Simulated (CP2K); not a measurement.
Two runs for the C K edge of methoxyacetonitrile. Run A: CP2K XAS_TDP, all-electron GAPW, PBEh(45%), aug-cc-pVDZ, TDA, no relativity. Run B differs in one setting.

First lines with a strength over 0.0015. A:

| atom | energy (eV) | states | strength, one atom |
| --- | --- | --- | --- |
| C1 (bonded to O and 3 H) | 284.62 | 1 | 0.0310 |
|  | 285.40 | 1 | 0.0018 |
|  | 285.91 | 1 | 0.0226 |
|  | 286.27 | 1 | 0.0273 |
|  | 286.74 | 1 | 0.0074 |
| C3 (bonded to C, O and 2 H) | 285.18 | 1 | 0.0240 |
|  | 286.33 | 1 | 0.0127 |
|  | 286.55 | 1 | 0.0034 |
|  | 287.52 | 1 | 0.0136 |
|  | 287.81 | 1 | 0.0314 |
| C4 (bonded to C and N) | 282.22 | 1 | 0.0495 |
|  | 282.53 | 1 | 0.0572 |
|  | 286.56 | 1 | 0.0023 |
|  | 286.77 | 1 | 0.0018 |
|  | 287.02 | 1 | 0.0053 |

B:

| atom | energy (eV) | states | strength, one atom |
| --- | --- | --- | --- |
| C1 (bonded to O and 3 H) | 291.27 | 1 | 0.0303 |
|  | 292.05 | 1 | 0.0018 |
|  | 292.55 | 1 | 0.0221 |
|  | 292.91 | 1 | 0.0267 |
|  | 293.38 | 1 | 0.0072 |
| C3 (bonded to C, O and 2 H) | 291.54 | 1 | 0.0235 |
|  | 292.69 | 1 | 0.0124 |
|  | 292.91 | 1 | 0.0033 |
|  | 293.88 | 1 | 0.0133 |
|  | 294.17 | 1 | 0.0307 |
| C4 (bonded to C and N) | 288.90 | 1 | 0.0483 |
|  | 289.20 | 1 | 0.0558 |
|  | 293.24 | 1 | 0.0023 |
|  | 293.45 | 1 | 0.0018 |
|  | 293.69 | 1 | 0.0052 |

Q: Which was it: the basis, the functional, scalar relativity switched on, GW2X switched on?

GW2X switched on. GW2X shifts an atom's lines together and keeps their spacings. Against PBEh(45%) in aug-cc-pVDZ, the leading lines move by +6.65 eV (C1, to 291.27), +6.36 eV (C3, to 291.54) and +6.68 eV (C4, to 288.90).

[Hosts, paths, dates, database ids (printed as entryN), source tags and the programs' standing remarks are cut or masked in the printed files.]
